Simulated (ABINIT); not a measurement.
## SnPbSe3 (Pm-3m): zone-centre phonons

Which modes does SnPbSe3 (Pm-3m) have at the zone centre?

Calculated with ABINIT 10.8.3; DFT LDA, scalar-relativistic, plane waves, HGH norm-conserving pseudopotentials.

This is a report of a sequence of runs, with most program output left out.

The structure was built from a prototype and need not be the compound's stable phase.

## (1) Set-up

The structure is cubic, space group Pm-3m (No. 221). The conventional cell has a = 5.233 Å, b = 5.233 Å, c = 5.233 Å, α = 90.00°, β = 90.00°, γ = 90.00°. Nearest to Pb lie 12 Se at 3.70 Å. Nearest to Sn lie 6 Se at 2.62 Å. Nearest to Se lie 2 Sn at 2.62 Å. Farther neighbours and most contacts between anions are not listed.

Coordinates:

```cif
data_structure
_symmetry_space_group_name_H-M 'Pm-3m'
_symmetry_Int_Tables_number 221
_cell_length_a 5.2332
_cell_length_b 5.2332
_cell_length_c 5.2332
_cell_angle_alpha 90.000
_cell_angle_beta 90.000
_cell_angle_gamma 90.000
_cell_volume 143.32
loop_
_atom_site_label
_atom_site_type_symbol
_atom_site_symmetry_multiplicity
_atom_site_Wyckoff_symbol
_atom_site_fract_x
_atom_site_fract_y
_atom_site_fract_z
_atom_site_occupancy
Pb1 Pb 1 a 0.00000 0.00000 0.00000 1
Sn1 Sn 1 b 0.50000 0.50000 0.50000 1
Se1 Se 3 c 0.50000 0.50000 0.00000 1
```

## (2) A first look

A first run with smearing and empty bands tells whether the crystal has a gap, which decides between fixed occupations and smearing later on.

The input, probe.abi:

```
# ground state
tolvrs 1.0d-08
prtden 1
prtwf 1

# basis, mesh and filling
ecut 20.0
ixc 7
ngkpt 4 4 4
nshiftk 1
shiftk 0.0 0.0 0.0
istwfk *1
occopt 7
tsmear 0.005
nband 20
nstep 100
diemac 9.0
prtebands 0
prtgsr 0

# cell and atoms
acell 9.889314755 9.889314755 9.889314755
rprim 
    1.0 0.0 0.0
    0.0 1.0 0.0
    0.0 0.0 1.0
ntypat 3
znucl 82 50 34
natom 5
typat 1 2 3 3 3
xred 
    0.0 0.0 0.0
    0.5 0.5 0.5
    0.5 0.5 0.0
    0.5 0.0 0.5
    0.0 0.5 0.5
pp_dirpath "./pseudo"
pseudos "Pb.hgh, Sn.hgh, Se.hgh"
```

Command:

```console
$ OMP_NUM_THREADS=1 mpirun -n 4 abinit probe.abi > probe.log
```

It took 8 s on 4 MPI ranks of Arm Neoverse V1, shared host; 32 s of CPU time.

Numbers from this step:

* volume per atom: 28.66 Å³
* pressure: -3.101 GPa
* gap on the k-mesh: 0 eV

No gap opens on this mesh, so smearing is kept; the printed pressure holds the stress of the finite basis too.

## (3) Rough relaxation

The typed start is rough, so a first relaxation with smearing and loose thresholds takes it towards rest cheaply.

The input, prerelax.abi:

```
# relaxation
ionmov 2
optcell 2
dilatmx 1.15
chkdilatmx 0
ntime 40
tolmxf 3.0d-04
tolvrs 1.0d-10
prtwf 0
prtden 0
chksymtnons 0

# basis, mesh and filling
ecut 21.0
ecutsm 3.0
ixc 7
ngkpt 4 4 4
nshiftk 1
shiftk 0.0 0.0 0.0
istwfk *1
occopt 7
tsmear 0.005
nband 20
nstep 100
diemac 1000000.0
prtebands 0
prtgsr 0

# cell and atoms
acell 9.889314755 9.889314755 9.889314755
rprim 
    1.0 0.0 0.0
    0.0 1.0 0.0
    0.0 0.0 1.0
ntypat 3
znucl 82 50 34
natom 5
typat 1 2 3 3 3
xred 
    0.0 0.0 0.0
    0.5 0.5 0.5
    0.5 0.5 0.0
    0.5 0.0 0.5
    0.0 0.5 0.5
pp_dirpath "./pseudo"
pseudos "Pb.hgh, Sn.hgh, Se.hgh"
```

Command:

```console
$ OMP_NUM_THREADS=1 mpirun -n 4 abinit prerelax.abi > prerelax.log
```

Run time: 47 s. Hardware: 4 MPI ranks.

Relaxation path:

| step | energy less that of the first step (eV) | largest force (eV/Å) | volume (Å³) |
| --- | --- | --- | --- |
| 1 | 0.0000 | 0.0000 | 143.32 |
| 2 | -0.0125 | 0.0000 | 142.35 |
| 3 | -0.0467 | 0.0000 | 136.44 |
| 4 | -0.0469 | 0.0000 | 136.85 |

| conventional cell, symmetrised | before | after | change |
| --- | --- | --- | --- |
| a (Å) | 5.233 | 5.153 | -1.5 % |
| b (Å) | 5.233 | 5.153 | -1.5 % |
| c (Å) | 5.233 | 5.153 | -1.5 % |
| volume (Å³/atom) | 28.66 | 27.37 | -4.5 % |

The relaxed structure:

```xyz
5
Lattice="5.1533 0.0000 0.0000 0.0000 5.1533 0.0000 0.0000 0.0000 5.1533" Properties=species:S:1:pos:R:3 pbc="T T T"
Pb    0.0000    0.0000    0.0000
Sn    2.5766    2.5766    2.5766
Se    2.5766    2.5766    0.0000
Se    2.5766    0.0000    2.5766
Se    0.0000    2.5766    2.5766
```

This step gave:

```
volume per atom : 27.37 Å³
pressure        : -0.008634 GPa
```

The volume changes by -4.5 % in this run and stands -4.5 % from the first cell.

## (4) Relaxation

The harmonic expansion needs vanishing forces, and a free crystal bears no stress, so cell and atoms are brought to rest. Stress is more sensitive to the basis than forces are: the last 3 Ha under the cutoff are smoothed with ecutsm, and the cutoff is raised above that of the later runs.

The input, relax.abi:

```
# relaxation
ionmov 2
optcell 2
dilatmx 1.08
ntime 40
tolmxf 1.0d-05
tolvrs 1.0d-14
prtwf 0
prtden 0
chksymtnons 0

# basis, mesh and filling
ecut 26.0
ecutsm 3.0
ixc 7
ngkpt 4 4 4
nshiftk 1
shiftk 0.0 0.0 0.0
istwfk *1
occopt 6
tsmear 0.01
nband 20
nstep 100
diemac 1000000.0
prtebands 0
prtgsr 0

# cell and atoms
acell 9.738270213 9.738270213 9.738270213
rprim 
    1.0 0.0 0.0
    0.0 1.0 0.0
    0.0 0.0 1.0
ntypat 3
znucl 82 50 34
natom 5
typat 1 2 3 3 3
xred 
    0.0 0.0 0.0
    0.5 0.5 0.5
    0.5 0.5 0.0
    0.5 0.0 0.5
    0.0 0.5 0.5
pp_dirpath "./pseudo"
pseudos "Pb.hgh, Sn.hgh, Se.hgh"
```

Command:

```console
$ OMP_NUM_THREADS=1 mpirun -n 4 abinit relax.abi > relax.log
```

Elapsed: 48 s, on 4 MPI ranks.

Little changed from the start: no atom moved by 0.005 Å and no cell edge by 0.1 %.

This step gave:

```yaml
volume_per_atom: 27.33 Å³
pressure: 1.78e-4 GPa
```

The volume changes by -0.1 % in this run and stands -4.6 % from the first cell.

## (5) Self-consistent run for the response

First-order wavefunctions inherit every error of the ground state, hence the very tight tolvrs. Smearing stays on, as the first look found no gap above 0.3 eV.

The input, gs.abi:

```
# ground state
tolvrs 1.0d-16
prtden 1
prtwf 1

# basis, mesh and filling
ecut 20.0
ixc 7
ngkpt 4 4 4
nshiftk 1
shiftk 0.0 0.0 0.0
istwfk *1
occopt 6
tsmear 0.01
nband 20
nstep 100
diemac 1000000.0
prtebands 0
prtgsr 0

# cell and atoms
acell 9.733719796 9.733719796 9.733719796
rprim 
    1.0 0.0 0.0
    0.0 1.0 0.0
    0.0 0.0 1.0
ntypat 3
znucl 82 50 34
natom 5
typat 1 2 3 3 3
xred 
    0.0 0.0 0.0
    0.5 0.5 0.5
    0.5 0.5 0.0
    0.5 0.0 0.5
    0.0 0.5 0.5
pp_dirpath "./pseudo"
pseudos "Pb.hgh, Sn.hgh, Se.hgh"
```

Command:

```console
$ OMP_NUM_THREADS=1 mpirun -n 4 abinit gs.abi > gs.log
```

Elapsed: 10 s, on 4 MPI ranks.

Numbers from this step:

```
pressure : -0.9154 GPa
```

The cell stands at -0.92 GPa: the relaxation ran with a smoothed and higher cutoff, and the difference is a stress of the finite basis.

## (6) Zone-centre response

At q = 0 one unit cell holds all displacements. The response is solved for single atoms along the cell's directions, and symmetry skips those that follow from others. The crystal is treated as a metal, which screens a static field, so no field response is asked.

The input, dfpt_gamma.abi:

```

# common to the responses
getwfk_filepath "gso_WFK"
kptopt 2
nqpt 1
qpt 0.0 0.0 0.0
asr 0
chneut 0

# displacements
rfphon 1
rfatpol 1 5
rfdir 1 1 1
tolvrs 1.0d-10
prtwf 0

# basis, mesh and filling
ecut 20.0
ixc 7
ngkpt 4 4 4
nshiftk 1
shiftk 0.0 0.0 0.0
istwfk *1
occopt 6
tsmear 0.01
nband 20
nstep 100
diemac 1000000.0
prtebands 0
prtgsr 0

# cell and atoms
acell 9.733719796 9.733719796 9.733719796
rprim 
    1.0 0.0 0.0
    0.0 1.0 0.0
    0.0 0.0 1.0
ntypat 3
znucl 82 50 34
natom 5
typat 1 2 3 3 3
xred 
    0.0 0.0 0.0
    0.5 0.5 0.5
    0.5 0.5 0.0
    0.5 0.0 0.5
    0.0 0.5 0.5
pp_dirpath "./pseudo"
pseudos "Pb.hgh, Sn.hgh, Se.hgh"
```

Command:

```console
$ OMP_NUM_THREADS=1 mpirun -n 4 abinit dfpt_gamma.abi > dfpt_gamma.log
```

Run time: 68 s. Hardware: 4 MPI ranks; 4.6 min of CPU time.

Numbers from this step:

```yaml
largest_acoustic_frequency_at_the_zone_centre_before_the_sum_rule: 2.15 cm⁻¹
highest_optical_zone_centre_mode_no_lo_to_term: 229.2 cm⁻¹
lowest_optical_zone_centre_mode: -107.6 cm⁻¹
```

The acoustic modes at Γ come out as far as 2.1 cm⁻¹ from zero, where they should vanish, a small numerical error. The lowest optical mode is imaginary, 108i cm⁻¹, an instability at this level and on this k mesh.

## (7) Zone-centre analysis

anaddb reads the merged derivatives and imposes the acoustic sum rule.

The input, anaddb.abi:

```
ddb_filepath "gamma_DDB"
output_file "anaddb.abo"
outdata_prefix "anaddb"
asr 1
chneut 1
enunit 2
eivec 1
nph1l 1
qph1l 0.0 0.0 0.0 1.0
```

The input, mrgddb.in:

```
gamma_DDB
merged
2
dfpt_gammao_DDB
gso_DDB
```

Command:

```console
$ mrgddb < mrgddb.in > mrgddb.log
$ OMP_NUM_THREADS=1 anaddb anaddb.abi > anaddb.log
```

It took 0.52 s on 1 thread.

This step gave:

| Property | Result |
| --- | --- |
| lowest optical zone-centre mode | -107.7 cm⁻¹ |

No LO-TO term; unit eigenvectors of the mass-weighted matrix, from anaddb's displacements. Modes at Γ, with each element's share of the kinetic energy (negative means imaginary):

| mode | frequency (cm⁻¹) | symmetry | Pb % | Sn % | Se % |
| --- | --- | --- | --- | --- | --- |
| 1 | -107.7 | T1u | 26 | 6 | 67 |
| 2 | -107.7 | T1u | 26 | 6 | 67 |
| 3 | -107.7 | T1u | 26 | 6 | 67 |
| 4 | -94.5 | T2u | 0 | 0 | 100 |
| 5 | -94.5 | T2u | 0 | 0 | 100 |
| 6 | -94.5 | T2u | 0 | 0 | 100 |
| 7 | -44.5 | T1u | 37 | 46 | 17 |
| 8 | -44.5 | T1u | 37 | 46 | 17 |
| 9 | -44.5 | T1u | 37 | 46 | 17 |
| 10 | 0.0 | acoustic | 37 | 21 | 42 |
| 11 | 0.0 | acoustic | 37 | 21 | 42 |
| 12 | 0.0 | acoustic | 37 | 21 | 42 |
| 13 | 229.2 | T1u | 0 | 27 | 73 |
| 14 | 229.2 | T1u | 0 | 27 | 73 |
| 15 | 229.2 | T1u | 0 | 27 | 73 |

Displacements in mode 1 (-107.7 cm⁻¹), the largest set to 1:
```
Pb1  0.00  0.00 -0.55
Sn2  0.00  0.00 -0.35
Se3  0.00  0.00 -0.04
Se4  0.00  0.00  1.00
Se5  0.00  0.00  1.00
```

Displacements in mode 13 (229.2 cm⁻¹), the largest set to 1:
```
Pb1  0.00  0.00  0.01
Sn2  0.00  0.00  0.50
Se3  0.00  0.00 -1.00
Se4  0.00  0.00  0.11
Se5  0.00  0.00  0.11
```

The rule moves no optical mode by more than 0.1 cm⁻¹.

## (8) Sum rules set otherwise (asr 0)

Without the rule the raw error of the acoustic modes shows.

anaddb.abi, as its differences from that of step 7:

```diff
@@ -3,4 +3,4 @@
 outdata_prefix "anaddb"
-asr 1
-chneut 1
+asr 0
+chneut 0
 enunit 2
```

mrgddb.in is that of step 7.

Run time: 0.51 s. Hardware: 1 thread.

Read from the output:

| Item | Value |
| --- | --- |
| lowest optical zone-centre mode | -107.6 cm⁻¹ |

Zone-centre frequencies as printed; negative means imaginary. Modes:

| mode | frequency (cm⁻¹) |
| --- | --- |
| 1 | -107.6 |
| 2 | -107.6 |
| 3 | -107.6 |
| 4 | -94.43 |
| 5 | -94.43 |
| 6 | -94.43 |
| 7 | -44.47 |
| 8 | -44.47 |
| 9 | -44.47 |
| 10 | 2.15 |
| 11 | 2.15 |
| 12 | 2.15 |
| 13 | 229.2 |
| 14 | 229.2 |
| 15 | 229.2 |

## (9) Outcome

```yaml
space_group_after_relaxation: Pm-3m
volume_per_atom: 27.3 Å³
highest_optical_zone_centre_mode_no_lo_to_term: 229.2 cm⁻¹
lowest_optical_zone_centre_mode: -107.7 cm⁻¹
imaginary_optical_modes_at_the_zone_centre_no_q_mesh_in_this_session: yes
```

What this shows: At the LDA level the optical modes of SnPbSe3 (Pm-3m) at the zone centre run from 108i to 229 cm⁻¹, so the structure is a saddle point, with 9 modes beyond 10i cm⁻¹ there. The base run prints -0.92 GPa, mostly the error of a finite basis; the relaxation, with a smoothed and higher cutoff, had brought the cell to rest. These are harmonic frequencies at zero temperature: anharmonic shifts and linewidths and thermal expansion are left out. Spin-orbit coupling is left out, which can matter for the heavy elements here. The HGH files keep few electrons and have no core correction, which is cheap but rough for Pb and Sn. In a metal the frequencies hang on the k mesh and the smearing, most of all near Kohn anomalies. The structure is a hypothetical one, built on a prototype.

[Host names and launcher messages were left out of these logs when they were recorded.]

[Logs are printed without paths, hosts, clocks, repeated set-up lines and the standing remarks that a program may print on its own settings, such as how far it seeks lower states.]

[Hosts, paths, dates, database ids (printed as entryN), source tags and the programs' standing remarks are cut or masked in the printed files.]
